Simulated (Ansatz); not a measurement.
# SrZrSeO2 (built on the sites of a database entry of SrZrO3): following an unstable mode

Aim: this structure of SrZrSeO2 (built on the sites of a database entry of SrZrO3) is to be tested for unstable modes, and one is followed downhill.

Program: Ansatz 0.2.0. Level of theory: DFT PBEsol, scalar-relativistic, plane waves, PAW. Results are calculated unless marked as measured.

The structure was built from a prototype and need not be the compound's stable phase.

## Step 1: Starting point

It takes space group P4/mmm (No. 123, tetragonal). The conventional cell has a = 4.234 Å, b = 4.234 Å, c = 5.583 Å, α = 90.00°, β = 90.00°, γ = 90.00°. Sr has 4 O at 2.12 Å and 2 Se at 2.79 Å nearest. Nearest to Zr lie 4 Se at 2.99 Å. Nearest to O lie 2 Sr at 2.12 Å. Se has 2 Sr at 2.79 Å and 4 Zr at 2.99 Å nearest. Farther neighbours and most contacts between anions are not listed.

## Step 2: Response at finite wavevector

The cell comes from relaxations at this level that are not shown. Stability and thermal properties need the whole zone. Linear response on a 2×4×4 q mesh gives force constants as far as a supercell of that size would.

Contents of input.yaml:

```yaml
crystal:
  lattice:
    - [5.5825277803, 0.0, 0.0]
    - [0.0, 4.2339339086, 0.0]
    - [0.0, 0.0, 4.2339339086]
  atoms:
    - { symbol: Sr, position: [0.0, 0.0, 0.0] }
    - { symbol: Zr, position: [0.5, 0.5, 0.5] }
    - { symbol: O, position: [0.0, 0.0, 0.5] }
    - { symbol: Se, position: [0.5, 0.0, 0.0] }
    - { symbol: O, position: [0.0, 0.5, 0.0] }
kpoints:
  mp_grid: { grid: [6, 8, 8] }
hamiltonian:
  xc: pbesol
scf:
  occupations: { method: methfessel_paxton, width: 0.2 }
output:
  eigenvalues: true
phonons:
  method: dfpt
  qmesh: [2, 4, 4]
  temperatures: { t_max: 1000, t_step: 50 }
  qpath:
    path:
      - [[0.0, 0.0, 0.0], [0.0, 0.0, 0.5], [0.0, 0.5, 0.5], [0.0, 0.0, 0.0], [0.5, 0.0, 0.0], [0.5, 0.0, 0.5], [0.5, 0.5, 0.5], [0.5, 0.0, 0.0]]
      - [[0.0, 0.0, 0.5], [0.5, 0.0, 0.5]]
      - [[0.0, 0.5, 0.5], [0.5, 0.5, 0.5]]
    npoints: 10
```

Launch:

```console
> ansatz run input.yaml --threads 8 --pin off --max-ram 14336MiB --backend cpu --events-out ev --progress --plain --runs-dir out
```

Numbers of over 12 decimals in the logs are rounded to 6 here.

Output:

```text
Engine: ansatz 0.2.0, aarch64-unknown-linux-gnu
Pseudopotentials: kind: paw
Pseudopotential: Sr, paw, valence charge 10, recommended cutoff 420 eV (normal), Sr.paw.azcp
Pseudopotential: Zr, paw, valence charge 12, recommended cutoff 420 eV (normal), Zr.paw.azcp
Pseudopotential: O, paw, valence charge 6, recommended cutoff 420 eV (normal), O.paw.azcp
Pseudopotential: Se, paw, valence charge 16, recommended cutoff 420 eV (normal), Se.paw.azcp
Functional definition: PBEsol
  exchange = pbesol_x
  correlation = pbesol_c
Crystal: 5 atoms, lattice volume = 100.073 Å³
Basis set: ecut = 420 eV, 1939 PW (Γ), exchange–correlation on 80×60×60 points (8 copies of the dense FFT grid, shifted against one another)
Bands: 30, of which v1, the nominal top of the filled ones, is band 25 counted from 1 (24 counted from 0)
Symmetry: 16 space group operations
k-points: 60 of 384
Non-local potential: Sr, projectors of the file, l = 0: 3, l = 1: 2, l = 2: 2
Non-local potential: Zr, projectors of the file, l = 0: 3, l = 1: 2, l = 2: 2, l = 3: 2
Non-local potential: O, projectors of the file, l = 0: 2, l = 1: 2, l = 2: 1
Non-local potential: Se, projectors of the file, l = 0: 2, l = 1: 2, l = 2: 3, l = 3: 1
PAW form: soft (Blöchl's): semilocal exchange-correlation on the pseudo side does not see the compensation charge
PAW frozen core: Sr, regenerated for the run's functional, and the local potential with it (the file was generated under x = pbe(κ = 0.804, μ = 0.219515), c = pbe(β = 0.066725))
PAW frozen core: Zr, regenerated for the run's functional, and the local potential with it (the file was generated under x = pbe(κ = 0.804, μ = 0.219515), c = pbe(β = 0.066725))
PAW frozen core: O, regenerated for the run's functional, and the local potential with it (the file was generated under x = pbe(κ = 0.804, μ = 0.219515), c = pbe(β = 0.066725))
PAW frozen core: Se, regenerated for the run's functional, and the local potential with it (the file was generated under x = pbe(κ = 0.804, μ = 0.219515), c = pbe(β = 0.066725))
PAW one-centre angular grid: Sr, 110 points (default); XC on 64 Gauss nodes
PAW one-centre angular grid: Zr, 590 points (default); XC on 64 Gauss nodes
PAW one-centre angular grid: O, 110 points (default); XC on 64 Gauss nodes
PAW one-centre angular grid: Se, 590 points (default); XC on 64 Gauss nodes
Initial density: superposition of atomic densities (neutral atoms: chi_scale 0, normalization atom), corrected by the library's trained network
Initial wavefunctions: pseudopotential atomic-orbital guess
Functional: x = pbesol(κ = 0.804, μ = 0.123457), c = pbesol(β = 0.046)
SCF iter   1: F=—  HF=-14164.280895 eV  |F-HF|=—  |Δ(HF+E_count)|=         —  Δρ=2.55e-2  dr2=1.24e0  ethr=1.77e-3  ⟨swp⟩=7.0  Hψ=18234  notcnv=0
automatic band count: the SCF goes on with 35 bands, as 30 were too few: the levels above may hold too much charge
preconditioner: auto → Kerker (q_TF=auto, 2.430 Å⁻¹)  [metal: Δε(μ)=0.008 eV  Ē_g=10.430 eV  σ=0.200 eV  W_gap=0.04  n_scr=28 (ndim 8)  ℏωp=20.3 eV  f_vac=0.002  D(μ)=7.99/eV (n_scr^D=98)]
SCF iter   2: F=—  HF=-14164.232604 eV  |F-HF|=—  |Δ(HF+E_count)|=   4.83e-2  S|Δr|=    0.00e0  Δρ=1.11e-2  dr2=2.38e-1  ethr=1.77e-3  ⟨swp⟩=1.0  Hψ=2580  notcnv=0  defer=1
SCF iter   3: F=—  HF=-14164.215727 eV  |F-HF|=—  |Δ(HF+E_count)|=   1.69e-2  S|Δr|=    0.00e0  Δρ=2.92e-3  dr2=2.82e-2  ethr=4.75e-4  ⟨swp⟩=1.0  Hψ=2021  notcnv=0  defer=2
SCF iter   4: F=—  HF=-14164.213847 eV  |F-HF|=—  |Δ(HF+E_count)|=   1.88e-3  S|Δr|=    0.00e0  Δρ=6.56e-4  dr2=1.65e-3  ethr=5.63e-5  ⟨swp⟩=1.0  Hψ=2021  notcnv=0  defer=2
SCF iter   5: F=—  HF=-14164.213617 eV  |F-HF|=—  |Δ(HF+E_count)|=   2.30e-4  S|Δr|=    0.00e0  Δρ=3.38e-4  dr2=2.89e-4  ethr=3.30e-6  ⟨swp⟩=2.0  Hψ=2335  notcnv=0  defer=2
SCF iter   6: F=—  HF=-14164.213532 eV  |F-HF|=—  |Δ(HF+E_count)|=   8.50e-5  S|Δr|=    0.00e0  Δρ=2.18e-4  dr2=9.98e-5  ethr=5.79e-7  ⟨swp⟩=2.0  Hψ=3264  notcnv=0  defer=2
SCF iter   7: F=—  HF=-14164.213523 eV  |F-HF|=—  |Δ(HF+E_count)|=   9.05e-6  S|Δr|=    0.00e0  Δρ=6.29e-5  dr2=6.42e-6  ethr=2.00e-7  ⟨swp⟩=2.3  Hψ=2723  notcnv=0  defer=2
SCF iter   8: F=—  HF=-14164.213528 eV  |F-HF|=—  |Δ(HF+E_count)|=   5.31e-6  S|Δr|=    0.00e0  Δρ=1.92e-5  dr2=5.61e-7  ethr=1.28e-8  ⟨swp⟩=2.8  Hψ=3345  notcnv=0  defer=2
SCF iter   9: F=—  HF=-14164.213525 eV  |F-HF|=—  |Δ(HF+E_count)|=   3.53e-6  S|Δr|=    0.00e0  Δρ=5.16e-6  dr2=4.11e-8  ethr=1.12e-9  ⟨swp⟩=2.4  Hψ=2800  notcnv=0  defer=2
SCF iter  10: F=—  HF=-14164.213525 eV  |F-HF|=—  |Δ(HF+E_count)|=   1.49e-8  S|Δr|=    0.00e0  Δρ=1.44e-6  dr2=2.68e-9  ethr=8.21e-11  ⟨swp⟩=2.1  Hψ=3150  notcnv=0  defer=2
[...]
SCF iter  13: F=-14164.213525 eV  HF=-14164.213525 eV  |F-HF|=5.46e-12  |Δ(HF+E_count)|=  1.82e-12  S|Δr|=    0.00e0  Δρ=3.57e-8  dr2=1.67e-12  ethr=1.00e-12  ⟨swp⟩=11.4  Hψ=10142  notcnv=0
the search or the solves at the SCF's close seem to have found levels that the self-consistency loop had missed (the run counts 1). By its estimate they hold under 1e-12 electrons; where the run keeps them, the occupations were computed again with them
SCF 1 converged in 13 iterations: F = -14164.213525 eV  dr2 = 1.67e-12
  greatest PAW one-centre occupation: 1.000 electrons in one spin orbital (limit 2), on the Se atom at site 3 (counted from 0), in its partial waves of l = 2
Initial density: read from a saved state, or passed on in memory by an earlier SCF of this step, an earlier step, the calling program or the single point that the run made first
iter 1 solved again at ethr=7.16e-8 eV; its pass at ethr=3.10e-3 eV (dr2=3.58e-5 eV) is discarded
SCF iter   1: F=—  HF=-14164.213526 eV  |F-HF|=—  |Δ(HF+E_count)|=         —  Δρ=1.60e-6  dr2=4.70e-9  ethr=7.16e-8  ⟨swp⟩=4.0  Hψ=14380  notcnv=0
eigensolver tolerance schedule: the retry pair's looser diagonalisation over-reported the residual by 7613.80 of it (diagonalisation noise at 0.21 of the residual, at the tolerance the schedule requests for it); recorded, not acted on — ethr = c·dr2/N_el stays at c = 1.0e-1
preconditioner: auto → Kerker (q_TF=auto, 2.430 Å⁻¹)  [metal: Δε(μ)=0.033 eV  Ē_g=7.807 eV  σ=0.200 eV  W_gap=0.14  n_scr=28 (ndim 8)  ℏωp=20.3 eV  f_vac=0.007  D(μ)=6.01/eV (n_scr^D=56)]
SCF iter   2: F=—  HF=-14164.213525 eV  |F-HF|=—  |Δ(HF+E_count)|=   9.76e-7  S|Δr|=    0.00e0  Δρ=8.83e-7  dr2=1.27e-9  ethr=9.41e-12  ⟨swp⟩=3.6  Hψ=4657  notcnv=0
SCF iter   3: F=—  HF=-14164.213525 eV  |F-HF|=—  |Δ(HF+E_count)|=  4.73e-11  S|Δr|=    0.00e0  Δρ=5.17e-7  dr2=4.77e-10  ethr=2.53e-12  ⟨swp⟩=1.0  Hψ=1800  notcnv=0
[...]
NSCF: frozen V_eff on 320 k-points
DFPT response loops at q = (0, 0, 0.25) (fractional): mixed as the last ones told, above
NSCF: frozen V_eff on 200 k-points
DFPT response loops at q = (0, 0, -0.5) (fractional): mixed as the last ones told, above
NSCF: frozen V_eff on 512 k-points
DFPT response loops at q = (0, 0.25, 0.25) (fractional): mixed as the last ones told, above
NSCF: frozen V_eff on 320 k-points
DFPT response loops at q = (0, 0.25, -0.5) (fractional): mixed as the last ones told, above
NSCF: frozen V_eff on 200 k-points
DFPT response loops at q = (0, -0.5, -0.5) (fractional): mixed as the last ones told, above
NSCF: frozen V_eff on 200 k-points
DFPT response loops at q = (-0.5, 0, 0) (fractional): mixed as the last ones told, above
NSCF: frozen V_eff on 320 k-points
DFPT response loops at q = (-0.5, 0, 0.25) (fractional): mixed as the last ones told, above
NSCF: frozen V_eff on 200 k-points
DFPT response loops at q = (-0.5, 0, -0.5) (fractional): mixed as the last ones told, above
NSCF: frozen V_eff on 512 k-points
DFPT response loops at q = (-0.5, 0.25, 0.25) (fractional): mixed as the last ones told, above
NSCF: frozen V_eff on 320 k-points
DFPT response loops at q = (-0.5, 0.25, -0.5) (fractional): mixed as the last ones told, above
NSCF: frozen V_eff on 200 k-points
DFPT response loops at q = (-0.5, -0.5, -0.5) (fractional): mixed as the last ones told, above
SCF converged after 13 iterations
Stability not checked: this state was not tested for a lower state beside it, because cold or Methfessel-Paxton smearing, or corrected tetrahedra, fill the levels in a way that the test cannot read (fill_not_monotonic; see scf.lower_state_search)
Free energy (F): -14164.213525 eV
Harris-Foulkes:  -14164.213525 eV  (|F-HF|=5.46e-12)
Internal energy: -14164.207185 eV  (E = F + TS)
E sigma→0 (E₀):  -14164.211940 eV
Entropy (-TS):   -0.006340 eV (-1.268 meV/atom)
Fermi energy:    8.247423 eV
--- Per-component energies (eV) ---
  E_band       = -624.004540
  E_kinetic    = 1041.776563
  E_local      = -4629.969285  (includes V_loc(G=0)·N_el)
  E_nonlocal   = -208.885414
  E_hartree    = 1890.714464
  E_xc         = -579.066681
  E_vxc        = -634.163800  (∫ρ·V_xc dr)
  E_paw        = -7715.267646  (= ΣΔE_a)
  E_vpaw       = 25.804362  (= ΣTr[D̂ρ^β])
  E_aug_tail   = 0.004142  (compensation charges beyond the density's cutoff)
  E_ewald      = -3964.892421
  E_core_change = 1.379094  (= ΣΔE_core)
  E_smearing   = -0.006340  (= −TS)
  E_closure    = -0.000000  (closes the sum)
  Σ components = -14164.213525   (vs F -14164.213525, Δ=0.00e0)
--- Band table (eV; the first three rows and the last of 60) ---
  k-point 0: bands = [... 21 lower, 7.0269, 7.0269, 7.3660, 7.9987, 8.2382, 8.2988, 8.2988, 8.6942, ... 6 higher]
  k-point 1: bands = [... 21 lower, 6.9097, 7.2427, 7.2898, 8.1983, 8.3276, 8.4319, 8.5294, 8.5320, ... 6 higher]
  k-point 2: bands = [... 21 lower, 6.6979, 7.0820, 7.2424, 7.7914, 8.3996, 8.6961, 8.7621, 8.9458, ... 6 higher]
  k-point 59: bands = [... 21 lower, 5.7610, 6.7985, 6.7985, 7.8358, 7.8358, 7.9307, 8.5018, 9.0598, ... 6 higher]
--- Phonons (Γ-DFPT): 9 representative perturbations + reference (Σ response iterations 27) ---
  ASR residual: 8.349e-5 → 0.000e0 eV/Å²; symmetrization residual: 2.232e-6 eV/Å²
  ASR residual per site (eV/Å²): 8.35e-5 5.14e-6 3.70e-5 4.72e-6 3.70e-5
  Γ frequencies (cm⁻¹): -301.26 -249.91 -192.21 -192.21 -116.38 -116.38 0.00 0.00 0.00 78.19 78.19 110.02 279.55 689.87 689.87
--- Phonons (arbitrary-q DFPT): 12 irreducible q on the 2×4×4 mesh ---
  q = [0.0000, 0.0000, 0.0000] (star 1, of the zone-centre solve; hermiticity 1.84e-7, symmetrization 1.14e-13): -301.26 -249.91 -192.21 -192.21 -116.38 -116.38 -0.00 -0.00 0.00 78.19 78.19 110.02 279.55 689.87 689.87
  q = [0.0000, 0.0000, 0.2500] (star 4, 15 solved perturbations on 160 of 384 k-point pairs; hermiticity 2.76e-7, symmetrization 3.25e-14): -293.22 -260.06 -187.34 -171.96 -75.72 -65.06 -17.97 22.30 54.84 70.85 84.50 174.95 277.60 621.21 689.59
  q = [0.0000, 0.0000, -0.5000] (star 2, 15 solved perturbations on 100 of 384 k-point pairs; hermiticity 2.31e-7, symmetrization 5.02e-14): -281.36 -264.25 -185.64 -140.59 -57.94 -38.86 -17.06 30.61 58.68 60.95 79.16 273.69 276.89 645.72 689.28
  q = [0.0000, 0.2500, 0.2500] (star 4, 9 solved perturbations in 1968 linear systems a pass and spin channel, the states on 256 of 384 k-point pairs; hermiticity 1.80e-7, symmetrization 3.91e-14): -289.59 -267.62 -234.88 -124.10 -113.15 -48.48 23.33 34.04 64.49 66.49 171.55 175.25 276.10 613.11 627.52
  q = [0.0000, 0.2500, -0.5000] (star 4, 15 solved perturbations on 160 of 384 k-point pairs; hermiticity 1.66e-7, symmetrization 4.47e-14): -278.87 -274.01 -250.37 -113.53 -111.17 -74.36 -18.63 56.66 56.71 78.06 171.37 272.67 275.45 614.66 649.84
  q = [0.0000, -0.5000, -0.5000] (star 1, 9 solved perturbations in 780 linear systems a pass and spin channel, the states on 100 of 384 k-point pairs; hermiticity 2.07e-7, symmetrization 5.61e-14): -283.22 -276.59 -276.59 -135.48 -135.48 -100.63 20.37 20.37 55.88 114.45 271.32 271.32 274.68 617.55 670.93
  q = [-0.5000, 0.0000, 0.0000] (star 1, 9 solved perturbations in 780 linear systems a pass and spin channel, the states on 100 of 384 k-point pairs; hermiticity 2.03e-7, symmetrization 3.91e-13): -307.74 -181.90 -174.34 -174.34 -119.91 -119.91 -80.61 -25.44 -25.44 66.06 66.06 200.49 216.65 689.53 689.53
  q = [-0.5000, 0.0000, 0.2500] (star 4, 15 solved perturbations on 160 of 384 k-point pairs; hermiticity 2.14e-7, symmetrization 6.00e-13): -300.77 -226.70 -192.11 -172.47 -74.69 -35.70 -22.74 -16.98 58.00 65.39 184.84 197.42 215.57 619.99 689.60
  q = [-0.5000, 0.0000, -0.5000] (star 2, 15 solved perturbations on 100 of 384 k-point pairs; hermiticity 2.37e-7, symmetrization 7.41e-14): -274.05 -264.29 -200.39 -171.68 -67.78 36.86 54.49 64.24 82.61 99.79 197.55 215.03 277.65 643.35 689.65
  q = [-0.5000, 0.2500, 0.2500] (star 4, 9 solved perturbations in 1968 linear systems a pass and spin channel, the states on 256 of 384 k-point pairs; hermiticity 1.68e-7, symmetrization 3.74e-14): -303.44 -252.93 -230.07 -171.25 -124.77 -40.37 53.32 66.25 103.42 170.55 188.30 193.01 215.28 612.75 627.15
  q = [-0.5000, 0.2500, -0.5000] (star 4, 15 solved perturbations on 160 of 384 k-point pairs; hermiticity 1.36e-7, symmetrization 3.83e-14): -285.52 -282.95 -249.91 -170.21 -103.57 -93.49 45.09 70.55 150.24 172.45 190.88 215.37 275.43 614.81 648.59
  q = [-0.5000, -0.5000, -0.5000] (star 1, 9 solved perturbations in 780 linear systems a pass and spin channel, the states on 100 of 384 k-point pairs; hermiticity 1.29e-7, symmetrization 2.56e-13): -291.65 -291.65 -284.16 -167.92 -131.98 -131.98 59.80 59.80 173.63 187.24 215.68 272.91 272.91 616.81 669.79
  sum rule: each row above includes the acoustic sum rule's correction from the zone centre's row sums; it moved no ω² by more than (0.79 cm⁻¹)²
  mesh force constants: q→R imaginary residual 1.20e-18; ASR residual 8.349e-5 → 0.000e0 eV/Å²; symmetrization residual 7.105e-15 eV/Å²
  interpolated dispersion: 93 rows × 15 modes
  density of states and harmonic sums: on the 12×16×16 q-mesh, interpolated from the force constants of a 2×4×4 supercell (no non-analytic term)
  largest difference from the sums on the solved wave vectors: F 1.24e-1 eV, S 1.64e-4 and C_V 4.01e-5 eV/K
  zero-point energy: 0.135259 eV/cell   skipped modes (ω ≤ 0): 1989, of them read as no rigid motion or as one in doubt: 1986 (6.221e0 modes/cell left out, lowest -307.74 cm⁻¹)   left out of the sums: 4.15e-1 of the cell's modes: C_V's classical limit lies that fraction below 3 k_B per atom; for a crystal, a wire or a layer, F and S can be off by more, and a phonons.interpolated_qmesh denser along its periods is the remedy for the sampling
```

The job ended after 14 min (8 threads of Arm Neoverse V2, shared host; peak memory 2.5 GiB).

The column dr2 measures how far the density is from self-consistency, as an energy; F and HF (Harris–Foulkes) agree once it is small.

This step gave:

* volume per atom: 20.01 Å³
* gap on the k-mesh: 0 eV
* sum-rule residual before enforcement: 8.35e-5 eV/Å²
* lowest frequency on the path: -307.7 cm⁻¹
* point group: 4/mmm
* highest frequency on the path or at a solved wavevector: 689.9 cm⁻¹
* highest optical mode at the zone centre (no LO-TO term): 689.9 cm⁻¹
* lowest optical zone-centre mode: -301.3 cm⁻¹
* lowest mode on the q mesh (acoustic modes at Γ apart): -307.7 cm⁻¹

Frequencies (cm⁻¹) solved at each irreducible wavevector; negative means imaginary. Frequencies by wavevector, by row:

```
q in reciprocal lattice units  star  mode 1  mode 2  mode 3  mode 4  mode 13  mode 14  mode 15
                        0 0 0     1  -301.3  -249.9  -192.2  -192.2    279.6    689.9    689.9
                     0 0 0.25     4  -293.2  -260.1  -187.3    -172    277.6    621.2    689.6
                     0 0 -0.5     2  -281.4  -264.2  -185.6  -140.6    276.9    645.7    689.3
                  0 0.25 0.25     4  -289.6  -267.6  -234.9  -124.1    276.1    613.1    627.5
                  0 0.25 -0.5     4  -278.9    -274  -250.4  -113.5    275.4    614.7    649.8
                  0 -0.5 -0.5     1  -283.2  -276.6  -276.6  -135.5    274.7    617.5    670.9
                     -0.5 0 0     1  -307.7  -181.9  -174.3  -174.3    216.7    689.5    689.5
                  -0.5 0 0.25     4  -300.8  -226.7  -192.1  -172.5    215.6      620    689.6
                  -0.5 0 -0.5     2  -274.1  -264.3  -200.4  -171.7    277.6    643.4    689.6
               -0.5 0.25 0.25     4  -303.4  -252.9  -230.1  -171.2    215.3    612.8    627.1
               -0.5 0.25 -0.5     4  -285.5  -282.9  -249.9  -170.2    275.4    614.8    648.6
               -0.5 -0.5 -0.5     1  -291.6  -291.6  -284.2  -167.9    272.9    616.8    669.8
```

Interpolated from a 2×4×4 q mesh. Phonon branches along the path, in cm⁻¹:

```
    point  branch 1  branch 2  branch 3  branch 4  branch 12  branch 13  branch 14  branch 15
        Γ      -301      -250      -192      -192        110        280        690        690
  halfway      -293      -260      -187      -172        175        278        621        690
        X      -281      -264      -186      -141        274        277        646        689
  halfway      -279      -274      -250      -114        273        275        615        650
        M      -283      -277      -277      -136        271        275        618        671
  halfway      -290      -268      -235      -124        175        276        613        628
        Γ      -301      -250      -192      -192        110        280        690        690
  halfway      -304      -224      -184      -184        135        262        690        690
        Z      -308      -182      -174      -174        200        217        690        690
  halfway      -301      -227      -192      -172        197        216        620        690
        R      -274      -264      -200      -172        215        278        643        690
  halfway      -286      -283      -250      -170        215        275        615        649
        A      -292      -292      -284      -168        273        273        617        670
  halfway      -303      -253      -230      -171        193        215        613        627
        Z      -308      -182      -174      -174        200        217        690        690
jump to X      -281      -264      -186      -141        274        277        646        689
  halfway      -279      -264      -179      -176        259        276        644        690
        R      -274      -264      -200      -172        215        278        643        690
jump to M      -283      -277      -277      -136        271        275        618        671
  halfway      -284      -284      -284      -145        272        272        617        670
        A      -292      -292      -284      -168        273        273        617        670
```

Symmetry leaves 12 wavevectors to solve. The lowest mode among them, the acoustic zeros apart, lies at q = (-0.5, 0, 0) and is imaginary, 307.7i cm⁻¹, so the energy falls along it.

[end of part 1 of 2]

[Logs are printed without paths, hosts, clocks, repeated set-up lines and the standing remarks that a program may print on its own settings, such as how far it seeks lower states.]

[Hosts, paths, dates, database ids (printed as entryN), source tags and the programs' standing remarks are cut or masked in the printed files.]
